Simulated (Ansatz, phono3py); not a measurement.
# GaP (F-43m): solver, mesh and scattering choices in phono3py, part 2 of 5

Wanted: the sensitivity of κ of GaP to the choices of the transport step.

Measurements to reproduce:
- thermal conductivity 100 W/m/K near room temperature (given in “Combining the AFLOW GIBBS and Elastic Libraries to efficiently and robustly screen thermo-mechanical properties of solids”, 2017, arXiv:1611.05714)

Ansatz 0.2.0 and phono3py 4.10.0; DFT r2SCAN, scalar-relativistic, plane waves, PAW; PAW set soft_1 (the session's first sound run).

So far, κ at 300 K (W/m/K): step 3 (relaxation-time solution) 126; step 5 (isotopes none) 146; step 6 (q-mesh of the transport sums 5×5×5) 66.

## 7. Another q-mesh, third order supercell 3×3×3, supercell 6×6×6 (run 2)

Level of this step: DFT r2SCAN, scalar-relativistic, plane waves, PAW; PAW set soft_1; phono3py on Ansatz's force constants (phono3py).

The q-mesh of the transport sums changes, with the same scattering terms.

phono3py.yaml reads:

```yaml
phono3py:
  version: "4.10.0"
  frequency_unit_conversion_factor: 15.633302
  symmetry_tolerance: 1.00000e-05

physical_unit:
  atomic_mass: "AMU"
  length: "angstrom"

space_group:
  type: "F-43m"
  number: 216
  Hall_symbol: "F -4 2 3"

primitive_matrix:
- [  1.000000000000000,  0.000000000000000,  0.000000000000000 ]
- [  0.000000000000000,  1.000000000000000,  0.000000000000000 ]
- [  0.000000000000000,  0.000000000000000,  1.000000000000000 ]

supercell_matrix:
- [   3,   0,   0 ]
- [   0,   3,   0 ]
- [   0,   0,   3 ]

# [primitive_cell block left out]
unit_cell:
  lattice:
  - [     0.000000000000000,     2.725833929100000,     2.725833929100000 ] # a
  - [     2.725833929100000,     0.000000000000000,     2.725833929100000 ] # b
  - [     2.725833929100000,     2.725833929100000,     0.000000000000000 ] # c
  points:
  - symbol: Ga # 1
    coordinates: [  0.000000000000000,  0.000000000000000,  0.000000000000000 ]
    mass: 69.723000
    reduced_to: 1
  - symbol: P # 2
    coordinates: [  0.250000000000000,  0.250000000000000,  0.250000000000000 ]
    mass: 30.973762
    reduced_to: 2

# [supercell block left out]
phonon_supercell_matrix:
- [   6,   0,   0 ]
- [   0,   6,   0 ]
- [   0,   0,   6 ]

# [phonon_primitive_cell block left out]
# [phonon_supercell block left out]
nac:
  born_effective_charge:
  - # 1 (Ga)
    - [  2.148332994284952,  0.000000000000000,  0.000000000000000 ]
    - [  0.000000000000000,  2.148332994284952,  0.000000000000000 ]
    - [  0.000000000000000,  0.000000000000000,  2.148332994284952 ]
  - # 2 (P)
    - [ -2.148332994284952,  0.000000000000000,  0.000000000000000 ]
    - [  0.000000000000000, -2.148332994284952,  0.000000000000000 ]
    - [  0.000000000000000,  0.000000000000000, -2.148332994284952 ]
  dielectric_constant:
    - [  9.349330290410645,  0.000000000000000,  0.000000000000000 ]
    - [  0.000000000000000,  9.349330290410645,  0.000000000000000 ]
    - [  0.000000000000000,  0.000000000000000,  9.349330290410641 ]
  unit_conversion_factor: 14.399645
```

On the command line:

```
> phono3py phono3py.yaml --mesh 7 7 7 --br --isotope --ts 100 300 600
```

The log of the run:

```text
[banner, memory and clock lines left out]
Rust backend (phonors) using rayon (8 threads).
Running in phono3py.load mode.
Spglib version 2.8.0
----------------------------- General settings -----------------------------
Run mode: conductivity-RTA
HDF5 data compression filter: gzip
Crystal structure was read from "phono3py.yaml".
Supercell (dim): [3 3 3]
Phonon supercell (dim-fc2): [6 6 6]
Primitive matrix:
  [1. 0. 0.]
  [0. 1. 0.]
  [0. 0. 1.]
Spacegroup: F-43m (216)
Use -v option to watch primitive cell, unit cell, and supercell structures.
[...]
10.773   (   2.919    1.160   -0.000)    3.141
  11.761   (   0.080    2.236   -0.000)    2.237
=================== End of collection of collisions ===================
----------- Thermal conductivity (W/m-k) with tetrahedron method -----------
#  T(K)        xx         yy         zz         yz         xz         xy
  100.0     318.734    318.734    318.734     -0.000     -0.000      0.000
  300.0      96.889     96.889     96.889     -0.000     -0.000      0.000
  600.0      51.681     51.681     51.681     -0.000     -0.000      0.000

Thermal conductivity related properties were written into
"kappa-m777.hdf5".
Summary of calculation was written in "phono3py.yaml".
```

It took 1.7 s on 8 threads of Arm Neoverse V2, shared host; peak memory 0.1 GiB.

This mesh is too coarse for the transport sums: κ at 300 K comes out at 96.9 against 126 W/(m K) in the base run.

## 8. Another q-mesh, third order supercell 3×3×3, supercell 6×6×6 (run 3)

The q-mesh of the transport sums changes, with the same scattering terms.

phono3py.yaml is that of step 7.

On the command line:

```
> phono3py phono3py.yaml --mesh 11 11 11 --br --isotope --ts 100 300 600
```

The log of the run:

```text
[banner, memory and clock lines left out]
Rust backend (phonors) using rayon (8 threads).
Running in phono3py.load mode.
Spglib version 2.8.0
----------------------------- General settings -----------------------------
Run mode: conductivity-RTA
HDF5 data compression filter: gzip
Crystal structure was read from "phono3py.yaml".
Supercell (dim): [3 3 3]
Phonon supercell (dim-fc2): [6 6 6]
Primitive matrix:
  [1. 0. 0.]
  [0. 1. 0.]
  [0. 0. 1.]
Spacegroup: F-43m (216)
Use -v option to watch primitive cell, unit cell, and supercell structures.
[...]
10.800   (   1.838    0.608   -0.000)    1.936
  11.773   (   0.305    1.744   -0.000)    1.771
=================== End of collection of collisions ===================
----------- Thermal conductivity (W/m-k) with tetrahedron method -----------
#  T(K)        xx         yy         zz         yz         xz         xy
  100.0     438.957    438.957    438.957     -0.000     -0.000      0.000
  300.0     140.175    140.175    140.175     -0.000     -0.000      0.000
  600.0      73.166     73.166     73.166     -0.000     -0.000      0.000

Thermal conductivity related properties were written into
"kappa-m111111.hdf5".
Summary of calculation was written in "phono3py.yaml".
```

Wall time 2.8 s (8 threads); peak memory 0.1 GiB.

W/m/K. Kappa, by row:

```tsv
T (K)	xx	yy	zz	yz	xz	xy
100	439	439	439	0	0	0
300	140.2	140.2	140.2	0	0	0
600	73.17	73.17	73.17	0	0	0
```

κ at 300 K goes from 126 in the base run to 140 W/(m K).

## 9. Another q-mesh, third order supercell 3×3×3, supercell 6×6×6 (run 4)

The q-mesh of the transport sums changes, with the same scattering terms.

phono3py.yaml is that of step 8.

On the command line:

```
> phono3py phono3py.yaml --mesh 13 13 13 --br --isotope --ts 100 300 600
```

The log of the run:

```text
[banner, memory and clock lines left out]
Rust backend (phonors) using rayon (8 threads).
Running in phono3py.load mode.
Spglib version 2.8.0
----------------------------- General settings -----------------------------
Run mode: conductivity-RTA
HDF5 data compression filter: gzip
Crystal structure was read from "phono3py.yaml".
Supercell (dim): [3 3 3]
Phonon supercell (dim-fc2): [6 6 6]
Primitive matrix:
  [1. 0. 0.]
  [0. 1. 0.]
  [0. 0. 1.]
Spacegroup: F-43m (216)
Use -v option to watch primitive cell, unit cell, and supercell structures.
[...]
10.808   (   0.000    0.117    1.184)    1.190
  11.774   (  -0.000    1.747    0.508)    1.819
=================== End of collection of collisions ===================
----------- Thermal conductivity (W/m-k) with tetrahedron method -----------
#  T(K)        xx         yy         zz         yz         xz         xy
  100.0     449.459    449.459    449.459     -0.000     -0.000      0.000
  300.0     118.200    118.200    118.200     -0.000     -0.000      0.000
  600.0      59.746     59.746     59.746     -0.000     -0.000      0.000

Thermal conductivity related properties were written into
"kappa-m131313.hdf5".
Summary of calculation was written in "phono3py.yaml".
```

Wall time 4.7 s (8 threads); peak memory 0.1 GiB.

κ at 300 K goes from 126 in the base run to 118 W/(m K).

## 10. Another q-mesh, third order supercell 3×3×3, supercell 6×6×6 (run 5)

The q-mesh of the transport sums changes, with the same scattering terms.

phono3py.yaml is that of step 9.

On the command line:

```
> phono3py phono3py.yaml --mesh 17 17 17 --br --isotope --ts 100 300 600
```

The log of the run:

```text
[banner, memory and clock lines left out]
Rust backend (phonors) using rayon (8 threads).
Running in phono3py.load mode.
Spglib version 2.8.0
----------------------------- General settings -----------------------------
Run mode: conductivity-RTA
HDF5 data compression filter: gzip
Crystal structure was read from "phono3py.yaml".
Supercell (dim): [3 3 3]
Phonon supercell (dim-fc2): [6 6 6]
Primitive matrix:
  [1. 0. 0.]
  [0. 1. 0.]
  [0. 0. 1.]
Spacegroup: F-43m (216)
Use -v option to watch primitive cell, unit cell, and supercell structures.
[...]
10.811   (   0.000    0.115    0.941)    0.948
  11.778   (  -0.000    1.348    0.399)    1.406
=================== End of collection of collisions ===================
----------- Thermal conductivity (W/m-k) with tetrahedron method -----------
#  T(K)        xx         yy         zz         yz         xz         xy
  100.0     512.087    512.087    512.087     -0.000     -0.000      0.000
  300.0     129.660    129.660    129.660     -0.000     -0.000      0.000
  600.0      65.694     65.694     65.694     -0.000     -0.000      0.000

Thermal conductivity related properties were written into
"kappa-m171717.hdf5".
Summary of calculation was written in "phono3py.yaml".
```

Run time: 16 s. Hardware: 8 threads; peak memory 0.1 GiB; 89 s of CPU time.

κ at 300 K goes from 126 in the base run to 130 W/(m K).

## 11. Another q-mesh, third order supercell 3×3×3, supercell 6×6×6 (run 6)

The q-mesh of the transport sums changes, with the same scattering terms.

phono3py.yaml is that of step 10.

On the command line:

```
> phono3py phono3py.yaml --mesh 23 23 23 --br --isotope --ts 100 300 600
```

The log of the run:

```text
[banner, memory and clock lines left out]
Rust backend (phonors) using rayon (8 threads).
Running in phono3py.load mode.
Spglib version 2.8.0
----------------------------- General settings -----------------------------
Run mode: conductivity-RTA
HDF5 data compression filter: gzip
Crystal structure was read from "phono3py.yaml".
Supercell (dim): [3 3 3]
Phonon supercell (dim-fc2): [6 6 6]
Primitive matrix:
  [1. 0. 0.]
  [0. 1. 0.]
  [0. 0. 1.]
Spacegroup: F-43m (216)
Use -v option to watch primitive cell, unit cell, and supercell structures.
[...]
10.813   (   0.834    0.219   -0.000)    0.862
  11.781   (   0.235    0.935   -0.000)    0.965
=================== End of collection of collisions ===================
----------- Thermal conductivity (W/m-k) with tetrahedron method -----------
#  T(K)        xx         yy         zz         yz         xz         xy
  100.0     459.606    459.606    459.606     -0.000     -0.000      0.000
  300.0     117.803    117.803    117.803     -0.000     -0.000      0.000
  600.0      59.531     59.531     59.531     -0.000     -0.000      0.000

Thermal conductivity related properties were written into
"kappa-m232323.hdf5".
Summary of calculation was written in "phono3py.yaml".
```

It took 86 s on 8 threads; peak memory 0.11 GiB.

W/m/K. Kappa, by row:

```tsv
T (K)	xx	yy	zz	yz	xz	xy
100	459.6	459.6	459.6	0	0	0
300	117.8	117.8	117.8	0	0	0
600	59.53	59.53	59.53	0	0	0
```

κ at 300 K goes from 126 in the base run to 118 W/(m K).

## 12. Another q-mesh, third order supercell 3×3×3, supercell 6×6×6 (run 7)

The q-mesh of the transport sums changes, with the same scattering terms.

phono3py.yaml is that of step 11.

On the command line:

```
> phono3py phono3py.yaml --mesh 29 29 29 --br --isotope --ts 100 300 600
```

The log of the run:

```text
[banner, memory and clock lines left out]
Rust backend (phonors) using rayon (8 threads).
Running in phono3py.load mode.
Spglib version 2.8.0
----------------------------- General settings -----------------------------
Run mode: conductivity-RTA
HDF5 data compression filter: gzip
Crystal structure was read from "phono3py.yaml".
Supercell (dim): [3 3 3]
Phonon supercell (dim-fc2): [6 6 6]
Primitive matrix:
  [1. 0. 0.]
  [0. 1. 0.]
  [0. 0. 1.]
Spacegroup: F-43m (216)
Use -v option to watch primitive cell, unit cell, and supercell structures.
[...]
10.815   (   0.000    0.089    0.579)    0.586
  11.782   (  -0.000    0.793    0.236)    0.827
=================== End of collection of collisions ===================
----------- Thermal conductivity (W/m-k) with tetrahedron method -----------
#  T(K)        xx         yy         zz         yz         xz         xy
  100.0     497.396    497.396    497.396     -0.000     -0.000      0.000
  300.0     126.073    126.073    126.073     -0.000     -0.000      0.000
  600.0      63.492     63.492     63.492     -0.000     -0.000      0.000

Thermal conductivity related properties were written into
"kappa-m292929.hdf5".
Summary of calculation was written in "phono3py.yaml".
```

Wall time 5.5 min (8 threads); peak memory 0.14 GiB.

W/m/K. Kappa, by row:

```tsv
T (K)	xx	yy	zz	yz	xz	xy
100	497.4	497.4	497.4	0	0	0
300	126.1	126.1	126.1	0	0	0
600	63.49	63.49	63.49	0	0	0
```

κ at 300 K goes from 126 in the base run to 126 W/(m K).

## 13. Mesh convergence

This step: DFT r2SCAN, scalar-relativistic, plane waves, PAW; PAW set soft_1 (phono3py 4.10.0).

Series, by row:

```tsv
mesh points along each axis	kappa at 100 K (W/m/K)	kappa at 300 K (W/m/K)	kappa at 600 K (W/m/K)	seconds
5	191.1	66	34.12	1.66
7	318.7	96.89	51.68	1.74
11	439	140.2	73.17	2.84
13	449.5	118.2	59.75	4.7
17	512.1	129.7	65.69	15.84
23	459.6	117.8	59.53	85.74
29	497.4	126.1	63.49	327
```

## 14. Boundary scattering, third order supercell 3×3×3, supercell 6×6×6

A boundary term v/L is added to each rate, a simple model of grains or a thin sample.

This step: DFT r2SCAN, scalar-relativistic, plane waves, PAW; PAW set soft_1; phono3py on Ansatz's force constants (phono3py 4.10.0).

phono3py.yaml is that of step 12.

On the command line:

```
> phono3py phono3py.yaml --mesh 19 19 19 --br --isotope --boundary-mfp 10 --ts 100 150 200 300 400 500 600 800
```

The log of the run:

```text
[banner, memory and clock lines left out]
Rust backend (phonors) using rayon (8 threads).
Running in phono3py.load mode.
Spglib version 2.8.0
----------------------------- General settings -----------------------------
Run mode: conductivity-RTA
HDF5 data compression filter: gzip
Crystal structure was read from "phono3py.yaml".
Supercell (dim): [3 3 3]
Phonon supercell (dim-fc2): [6 6 6]
Primitive matrix:
  [1. 0. 0.]
  [0. 1. 0.]
  [0. 0. 1.]
Spacegroup: F-43m (216)
Use -v option to watch primitive cell, unit cell, and supercell structures.
NAC parameters were read from "phono3py.yaml".
fc3 was read from "fc3.hdf5".
fc2 was read from "fc2.hdf5".
----------------------------- Force constants ------------------------------
Max drift of fc3: 0.00000300 (yyx) 0.00000300 (yyx) 0.00000300 (yxy)
Max drift of fc2: -0.00000400 (zz) -0.00000400 (zz)
--------------------------- Calculation settings ---------------------------
Non-analytical term correction (NAC): True
NAC unit conversion factor:  14.39964
BZ integration: Tetrahedron-method
Temperature:  100.0  150.0  200.0  300.0  400.0 ... 800.0
Cutoff frequency: 0.01
Mesh sampling: [ 19 19 19 ]
Generating grid system ... [ 19 19 19 ]
fc3-r2q-transformation over three atoms: True
--------------------------- Phonon calculations ----------------------------
  PRB 50, 13035(R) (1994), PRB 55, 10355 (1997)
  G-cutoff distance: 1.21, Number of G-points: 307, Lambda: 0.39
Running harmonic phonon calculations...
-------------------- Lattice thermal conductivity (RTA) --------------------
Running heat capacity calculations...
Running velocity calculations...
Running isotope scattering calculations with tetrahedron method...
======================= Grid point 0 (1/220) =======================
q-point: ( 0.00  0.00  0.00)
Boundary mean free path (micrometer): 10.00000
Mass variance parameters: 1.97e-04 0.00e+00
Number of triplets: 220
Frequency     group velocity (x, y, z)     |gv|
  -0.003   (   0.000    0.000    0.000)    0.000
  -0.003   (   0.000    0.000    0.000)    0.000
  -0.003   (   0.000    0.000    0.000)    0.000
  10.785   (   0.000   -0.000    0.000)    0.000
  10.785   (   0.000    0.000    0.000)    0.000
  10.785   (   0.000    0.000   -0.000)    0.000
======================= Grid point 1 (2/220) =======================
q-point: ( 0.05  0.00  0.00)
Boundary mean free path (micrometer): 10.00000
Mass variance parameters: 1.97e-04 0.00e+00
Number of triplets: 670
Frequency     group velocity (x, y, z)     |gv|
   0.559   ( -18.935   18.935   18.935)   32.796
   0.559   ( -18.935   18.935   18.935)   32.796
   1.134   ( -38.643   38.643   38.643)   66.931
  10.779   (   0.427   -0.427   -0.427)    0.740
  10.779   (   0.427   -0.427   -0.427)    0.740
  11.878   (   1.019   -1.019   -1.019)    1.765
[217 grid points left out]
======================= Grid point 1647 (220/220) =======================
q-point: (-0.26  0.47  0.21)
Boundary mean free path (micrometer): 10.00000
Mass variance parameters: 1.97e-04 0.00e+00
Number of triplets: 1810
Frequency     group velocity (x, y, z)     |gv|
   3.815   (   4.332    2.136   -0.000)    4.829
   4.441   (  -0.489    3.290   -0.000)    3.326
   6.490   (   1.280   -4.161    0.000)    4.353
   9.866   (  -1.937   -1.571    0.000)    2.494
  10.812   (   1.022    0.282   -0.000)    1.060
  11.780   (   0.267    1.113   -0.000)    1.145
=================== End of collection of collisions ===================
----------- Thermal conductivity (W/m-k) with tetrahedron method -----------
#  T(K)        xx         yy         zz         yz         xz         xy
  100.0     292.260    292.260    292.260     -0.000     -0.000      0.000
  150.0     207.338    207.338    207.338     -0.000     -0.000      0.000
  200.0     159.659    159.659    159.659     -0.000     -0.000      0.000
  300.0     110.930    110.930    110.930     -0.000     -0.000      0.000
  400.0      85.844     85.844     85.844     -0.000     -0.000      0.000
  500.0      70.305     70.305     70.305     -0.000     -0.000      0.000
  600.0      59.647     59.647     59.647     -0.000     -0.000      0.000
  800.0      45.881     45.881     45.881     -0.000     -0.000      0.000

Thermal conductivity related properties were written into
"kappa-m191919.hdf5".
Summary of calculation was written in "phono3py.yaml".
```

Elapsed: 30 s, on 8 threads; peak memory 0.1 GiB; 2.8 min of CPU time.

Numbers from this step:

| Property | Result |
| --- | --- |
| κ at 300 K | 110.9 W/m/K |
| κ xx, yy, zz at 300 K | 110.9, 110.9, 110.9 W/m/K |

W/m/K. Kappa, by row:

```tsv
T (K)	xx	yy	zz	yz	xz	xy
100	292.3	292.3	292.3	0	0	0
150	207.3	207.3	207.3	0	0	0
200	159.7	159.7	159.7	0	0	0
300	110.9	110.9	110.9	0	0	0
400	85.84	85.84	85.84	0	0	0
500	70.31	70.31	70.31	0	0	0
600	59.65	59.65	59.65	0	0	0
800	45.88	45.88	45.88	0	0	0
```

κ at 300 K goes from 126 in the base run to 111 W/(m K).

## 15. Boundary scattering, third order supercell 3×3×3, supercell 6×6×6 (run 2)

A boundary term v/L is added to each rate, a simple model of grains or a thin sample.

phono3py.yaml is that of step 14.

On the command line:

```
> phono3py phono3py.yaml --mesh 19 19 19 --br --isotope --boundary-mfp 100 --ts 100 150 200 300 400 500 600 800
```

The log of the run:

```text
[banner, memory and clock lines left out]
Rust backend (phonors) using rayon (8 threads).
Running in phono3py.load mode.
Spglib version 2.8.0
----------------------------- General settings -----------------------------
Run mode: conductivity-RTA
HDF5 data compression filter: gzip
Crystal structure was read from "phono3py.yaml".
Supercell (dim): [3 3 3]
Phonon supercell (dim-fc2): [6 6 6]
Primitive matrix:
  [1. 0. 0.]
  [0. 1. 0.]
  [0. 0. 1.]
Spacegroup: F-43m (216)
Use -v option to watch primitive cell, unit cell, and supercell structures.
[...]
----------- Thermal conductivity (W/m-k) with tetrahedron method -----------
#  T(K)        xx         yy         zz         yz         xz         xy
  100.0     439.290    439.290    439.290     -0.000     -0.000      0.000
  150.0     263.425    263.425    263.425     -0.000     -0.000      0.000
  200.0     189.252    189.252    189.252     -0.000     -0.000      0.000
[...]
600.0      63.241     63.241     63.241     -0.000     -0.000      0.000
  800.0      47.993     47.993     47.993     -0.000     -0.000      0.000

Thermal conductivity related properties were written into
"kappa-m191919.hdf5".
Summary of calculation was written in "phono3py.yaml".
```

The job ended after 29 s (8 threads; peak memory 0.1 GiB; 2.8 min of CPU time).

Numbers from this step:

```
κ at 300 K            : 124 W/m/K
κ xx, yy, zz at 300 K : 124, 124, 124 W/m/K
```

κ at 300 K goes from 126 in the base run to 124 W/(m K).

[end of part 2 of 5]

[Logs are printed without paths, hosts, clocks, repeated set-up lines and the standing remarks that a program may print on its own settings, such as how far it seeks lower states.]

[Hosts, paths, dates, database ids (printed as entryN), source tags and the programs' standing remarks are cut or masked in the printed files.]

[A step with changed settings may run another functional than the one named; its input shows which.]
